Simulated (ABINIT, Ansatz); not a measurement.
**A GW chain in ABINIT: BaZrSe3 (P1)**

Aim: the G0W0 gap of BaZrSe3 (P1) on PBEsol, step by step.

Main program and level: ABINIT 10.8.3; PBEsol and many-body steps on it, plane waves.

### Step 1. The structure

Symmetry: P1, No. 1, triclinic system. Conventional cell: a = 5.287 Å, b = 5.296 Å, c = 5.309 Å, α = 89.89°, β = 89.91°, γ = 89.96°. Nearest to Ba lie 12 Se at 3.63 to 3.88 Å. Nearest to Zr lie 6 Se at 2.57 to 2.75 Å. Nearest to Se lie 2 Zr at 2.61 to 2.70 Å and 4 Ba at 3.69 to 3.80 Å. Nearest to Se lie 2 Zr at 2.62 to 2.69 Å and 4 Ba at 3.63 to 3.88 Å. Nearest to Se lie 2 Zr at 2.57 to 2.75 Å and 4 Ba at 3.71 to 3.77 Å. Farther neighbours and most contacts between anions are not listed.

The cell and positions are those that the Materials Project relaxed with its own functionals (PBE, PBE+U or r2SCAN), kept fixed. Spin-orbit coupling is left out unless a step names it.

### Step 2. Ground state

This step: ABINIT 10.8.3; DFT, PBEsol, plane waves, norm-conserving pseudopotentials.

The ground-state density comes first.

run.abi reads:

```
acell 3*1.0 Angstrom
rprim 
  5.287383000000 -0.000000000000 -0.000000000000
  0.003576000000 5.296392000000 -0.000000000000
  0.007950000000 0.010054000000 5.309462000000
ntypat 3
znucl 56 40 34
natom 5
typat 1 2 3 3 3
xred 
  0.998643000000 0.998478000000 0.998673000000
  0.476578000000 0.490069000000 0.476727000000
  0.488317000000 0.998506000000 0.502693000000
  0.983845000000 0.511636000000 0.518540000000
  0.492614000000 0.501310000000 0.993370000000
pp_dirpath "pseudos"
pseudos "Ba.upf, Zr.upf, Se.upf"
ecut 48
ngkpt 4 4 4
nshiftk 1
shiftk 0 0 0
kptopt 1
chksymbreak 0
nband 53
occopt 1
tolvrs 1e-10
nstep 60
prtwf 0
optforces 0
optstress 0
indata_prefix "in"
outdata_prefix "out"
tmpdata_prefix "tmp"
```

Run with:

```sh
OMP_NUM_THREADS=1 mpirun -n 8 abinit run.abi > log
```

Numbers of over 12 decimals in the logs are rounded to 6 here.

Output:

```text
.Version 10.8.3 of ABINIT. v10.8.2 released Aug 2026.

 Symmetries : space group P1 (#  1); Bravais aP (primitive triclinic)
================================================================================
 Values of the parameters that define the memory need of the present run
     intxc =       0    ionmov =       0      iscf =       7    lmnmax =       6
     lnmax =       6     mgfft =      64  mpssoang =       3    mqgrid =    3130
     natom =       5  nloc_mem =       1    nspden =       1   nspinor =       1
    nsppol =       1      nsym =       1    n1xccc =    2501    ntypat =       3
    occopt =       1   xclevel =       2
-    mband =          53        mffmem =           1         mkmem =           5
       mpw =       15958          nfft =      262144          nkpt =          36
================================================================================
  Rough estimation (10% accuracy) of disk space for files :
================================================================================

--------------------------------------------------------------------------------
------------- Echo of variables that govern the present computation ------------
--------------------------------------------------------------------------------
 -outvars: echo values of preprocessed input variables --------
            acell      1.8897261259E+00  1.8897261259E+00  1.8897261259E+00 Bohr

      chksymbreak           0
             ecut      4.80000000E+01 Hartree
-          fftalg         312

              ixc     -116133
              kpt      0.00000000E+00  0.00000000E+00  0.00000000E+00
                       2.50000000E-01  0.00000000E+00  0.00000000E+00
                       5.00000000E-01  0.00000000E+00  0.00000000E+00
                       0.00000000E+00  2.50000000E-01  0.00000000E+00
                       2.50000000E-01  2.50000000E-01  0.00000000E+00
                       5.00000000E-01  2.50000000E-01  0.00000000E+00
                      -2.50000000E-01  2.50000000E-01  0.00000000E+00
                       0.00000000E+00  5.00000000E-01  0.00000000E+00
                       2.50000000E-01  5.00000000E-01  0.00000000E+00
   [... 25 further rows ...]
                       2.50000000E-01  5.00000000E-01  5.00000000E-01
                       5.00000000E-01  5.00000000E-01  5.00000000E-01
         kptrlatt        4    0    0      0    4    0      0    0    4
          kptrlen      3.99668232E+01
P           mkmem           5
            natom           5
            nband          53
            ngfft          64      64      64
             nkpt          36
            nstep          60
             nsym           1
           ntypat           3
              occ      2.000000  2.000000  2.000000  2.000000  2.000000  2.000000
                       2.000000  2.000000  2.000000  2.000000  2.000000  2.000000
                       2.000000  2.000000  2.000000  2.000000  2.000000  2.000000
                       2.000000  2.000000  2.000000  2.000000  2.000000  2.000000
                       2.000000  2.000000  2.000000  2.000000  2.000000  2.000000
                       2.000000  2.000000  2.000000  2.000000  2.000000  2.000000
                       2.000000  2.000000  2.000000  2.000000  2.000000  2.000000
                       2.000000  2.000000  2.000000  2.000000  2.000000  0.000000
                       0.000000  0.000000  0.000000  0.000000  0.000000
        optforces           0
        optstress           0
            prtwf           0
            rprim      5.2873830000E+00 -0.0000000000E+00 -0.0000000000E+00
[...]
spgroup           1
           tolvrs      1.00000000E-10

             xred      9.9864300000E-01  9.9847800000E-01  9.9867300000E-01
[...]
znucl       56.00000   40.00000   34.00000

================================================================================

 chkinp: Checking input parameters for consistency.

================================================================================
== DATASET  1 ==================================================================
-   mpi_nproc: 8, omp_nthreads: 1 (-1 if OMP is not activated)

--- !DatasetInfo
iteration_state: {dtset: 1, }
dimensions: {natom: 5, nkpt: 36, mband: 53, nsppol: 1, nspinor: 1, nspden: 1, mpw: 15958, }
cutoff_energies: {ecut:  48.0, pawecutdg:  -1.0, }
electrons: {nelect:   9.40000000E+01, charge:   0.00000000E+00, occopt:   1.00000000E+00, tsmear:   1.00000000E-02, }

 Real(R)+Recip(G) space primitive vectors, cartesian coordinates (Bohr,Bohr^-1):
 R(1)=  9.9917058  0.0000000  0.0000000  G(1)=  0.1000830 -0.0000676 -0.0001497
 R(2)=  0.0067577 10.0087303  0.0000000  G(2)=  0.0000000  0.0999128 -0.0001892
 R(3)=  0.0150233  0.0189993 10.0334291  G(3)=  0.0000000  0.0000000  0.0996668
 Unit cell volume ucvol=  1.0033859E+03 bohr^3
 Angles (23,13,12)=  8.98914470E+01  8.99142097E+01  8.99613152E+01 degrees

 getcut: wavevector=  0.0000  0.0000  0.0000  ngfft=  64  64  64
         ecut(hartree)=     48.000   => boxcut(ratio)=   2.04524

--- Pseudopotential description ------------------------------------------------
- Ba Generated using ONCVPSP code by D. R. Hamann
- 56.00000  10.00000  180301                  znucl, zion, pspdat
12 -116133 2 -1 1936                          pspcod,pspxc,lmax,lloc,mmax
[...]
12 -116133 2 -1 1604                          pspcod,pspxc,lmax,lloc,mmax
     nproj     2     2     2
  pspatm : epsatm=   18.88750569
         --- l  ekb(1:nproj) -->
[...]
pspatm: atomic psp has been read  and splines computed

- Se Generated using ONCVPSP code by D. R. Hamann
- 34.00000  24.00000  180301                  znucl, zion, pspdat
12 -116133 2 -1 1198                          pspcod,pspxc,lmax,lloc,mmax
     nproj     2     2     2
  pspatm : epsatm=   25.27915816
         --- l  ekb(1:nproj) -->
[...]
pspatm: atomic psp has been read  and splines computed

   1.10262044E+04                                ecore*ucvol(ha*bohr**3)
--------------------------------------------------------------------------------

_setup2: Arith. and geom. avg. npw (full set) are   15938.891   15938.883

================================================================================

--- !BeginCycle
iteration_state: {dtset: 1, }
solver: {iscf: 7, nstep: 60, nline: 4, wfoptalg: 0, }
tolerances: {tolvrs: 1.00E-10, }

     iter   Etot(hartree)      deltaE(h)  residm     vres2
 ETOT  1  -1085.0955327386    -1.085E+03 1.785E+00 2.126E+03
 ETOT  2  -1092.5364916241    -7.441E+00 5.216E-02 5.477E+03
 ETOT  3  -1093.1055722884    -5.691E-01 1.876E-02 1.354E+03
 ETOT  4  -1093.1935397338    -8.797E-02 2.690E-02 5.683E+02
 ETOT  5  -1093.2377069260    -4.417E-02 4.002E-03 1.420E+02
 ETOT  6  -1093.2480104626    -1.030E-02 4.982E-03 2.771E+01
 ETOT  7  -1093.2509564120    -2.946E-03 2.044E-03 2.468E-01
 ETOT  8  -1093.2509787497    -2.234E-05 2.259E-03 6.824E-02
 ETOT  9  -1093.2509825180    -3.768E-06 5.507E-04 6.281E-03
 ETOT 10  -1093.2509832353    -7.174E-07 5.160E-04 4.032E-05
 ETOT 11  -1093.2509832390    -3.673E-09 1.877E-04 1.193E-06
 ETOT 12  -1093.2509832391    -1.214E-10 1.283E-04 1.239E-07
 ETOT 13  -1093.2509832391     4.115E-11 2.522E-04 7.077E-09
 ETOT 14  -1093.2509832391    -6.662E-11 1.334E-04 1.843E-09
 ETOT 15  -1093.2509832391    -1.000E-11 2.341E-04 1.121E-10
 ETOT 16  -1093.2509832391     5.343E-11 1.038E-04 9.820E-12

 At SCF step   16       vres2   =  9.82E-12 < tolvrs=  1.00E-10 =>converged.

--- !ResultsGS
iteration_state: {dtset: 1, }
comment   : Summary of ground state results
lattice_vectors:
- [  9.9917058,  -0.0000000,  -0.0000000, ]
- [  0.0067577,  10.0087303,  -0.0000000, ]
- [  0.0150233,   0.0189993,  10.0334291, ]
lattice_lengths: [   9.99171,   10.00873,   10.03346, ]
lattice_angles: [ 89.891,  89.914,  89.961, ] # degrees, (23, 13, 12)
lattice_volume:   1.0033859E+03
convergence: {deltae:  5.343E-11, res2:  9.820E-12, residm:  1.038E-04, diffor:  0.000E+00, }
etotal    :  -1.09325098E+03
entropy   :   0.00000000E+00
fermie    :   2.12745016E-01
cartesian_stress_tensor: null
pressure_GPa: null
xred      :
- [  9.9864E-01,   9.9848E-01,   9.9867E-01, Ba]
- [  4.7658E-01,   4.9007E-01,   4.7673E-01, Zr]
- [  4.8832E-01,   9.9851E-01,   5.0269E-01, Se]
- [  9.8385E-01,   5.1164E-01,   5.1854E-01, Se]
- [  4.9261E-01,   5.0131E-01,   9.9337E-01, Se]
cartesian_forces: null
force_length_stats: {min: null, max: null, mean: null, }

 Integrated electronic density in atomic spheres:
 ------------------------------------------------
 Atom  Sphere_radius  Integrated_density
[...]
================================================================================

 ----iterations are completed or convergence reached----

 Mean square residual over all n,k,spin=   16.273E-08; max=  10.385E-05
 reduced coordinates (array xred) for    5 atoms
       0.998643000000      0.998478000000      0.998673000000
       0.476578000000      0.490069000000      0.476727000000
       0.488317000000      0.998506000000      0.502693000000
       0.983845000000      0.511636000000      0.518540000000
       0.492614000000      0.501310000000      0.993370000000
 rms dE/dt=  0.0000E+00; max dE/dt=  0.0000E+00; dE/dt below (all hartree)
    1       0.000000000000      0.000000000000      0.000000000000
    2       0.000000000000      0.000000000000      0.000000000000
    3       0.000000000000      0.000000000000      0.000000000000
    4       0.000000000000      0.000000000000      0.000000000000
    5       0.000000000000      0.000000000000      0.000000000000

 cartesian coordinates (angstrom) at end:
    1      5.291718     5.298372     5.302416
    2      2.525393     2.600391     2.531164
    3      2.589486     5.293533     2.669029
    4      5.207917     2.715038     2.753168
    5      2.614329     2.665122     5.274260
 length scales=  1.889726125908  1.889726125908  1.889726125908 bohr
              =  1.000000000000  1.000000000000  1.000000000000 angstroms
 prteigrs : about to open file out_EIG
 Fermi (or HOMO) energy (hartree) =   0.21275   Average Vxc (hartree)=  -0.35699
 Eigenvalues (hartree) for nkpt=  36  k points:
 kpt#   1, nband= 53, wtk=  0.01563, kpt=  0.0000  0.0000  0.0000 (reduced coord)
  -7.38876   -7.38798   -7.38789   -5.17196   -5.17155   -5.17149   -5.17139   -5.17135
  -5.17068   -5.17063   -5.17053   -5.17045   -1.61080   -1.51195   -1.51133   -1.51121
  -1.51120   -1.51114   -1.51053   -1.51050   -1.51049   -1.51044   -1.51043   -1.51038
  -1.50958   -1.50955   -1.50936   -1.50932   -0.82018   -0.80447   -0.80441   -0.80416
  -0.27231   -0.27209   -0.27198   -0.26301   -0.22975   -0.22884    0.09307    0.09419
   0.09463    0.16285    0.16453    0.16641    0.18354    0.19045    0.19297    0.21857
   0.22335    0.23275    0.28059    0.28334    0.29920
 prteigrs : prtvol=0 or 1, do not print more k-points.

--- !EnergyTerms
iteration_state     : {dtset: 1, }
comment             : Components of total free energy in Hartree
kinetic             :  4.59101244991945E+02
hartree             :  4.82992236254390E+02
xc                  : -1.02249310012666E+02
Ewald energy        : -4.39823265550086E+02
psp_core            :  1.09889963134471E+01
local_psp           : -1.25582213621615E+03
non_local_psp       : -2.48438749019973E+02
total_energy        : -1.09325098323910E+03
total_energy_eV     : -2.97488747687175E+04
band_energy         : -1.93258682347597E+02

== END DATASET(S) ==============================================================
================================================================================

 -outvars: echo values of variables after computation  --------
           etotal     -1.0932509832E+03
            nband          53
             nkpt          36
          spgroup           1
 [... the other variables as echoed above ...]

 Calculation completed.
```

It took 5.2 min on 8 MPI ranks of AMD EPYC 7R43, shared host; peak memory 1.4 GiB; 42 min of CPU time.

Numbers from this step:

| Property | Result |
| --- | --- |
| total energy | -29748.8748 eV |
| gap | 0.1584 eV |
| k of the valence top | 0.5, 0.5, 0.5 |
| k of the conduction bottom | 0, 0, 0 |
| least direct gap | 0.6966 eV |

The gap is indirect, with the least direct gap 0.54 eV higher.

[end of part 1 of 3]

[Paths, hosts, dates, memory and timing lines, banners, echoed tables and standing remarks are left out of the program output.]

[Logs are printed without paths, hosts, clocks, repeated set-up lines and the standing remarks that a program may print on its own settings, such as how far it seeks lower states.]

[Runs of the session that timed out or met a known fault of the program may be left out.]

[Hosts, paths, dates, database ids (printed as entryN), source tags and the programs' standing remarks are cut or masked in the printed files.]

[G0W0 gaps are taken among the corrected bands and points alone; a level outside them can change the order at an edge.]

[Where Ansatz stands beside ABINIT at settings called matched, ABINIT's density can come from a denser mesh and the files from another edition; pairs whose starting gaps differed by over 0.03 eV were left out, so agreement reads better than it is.]
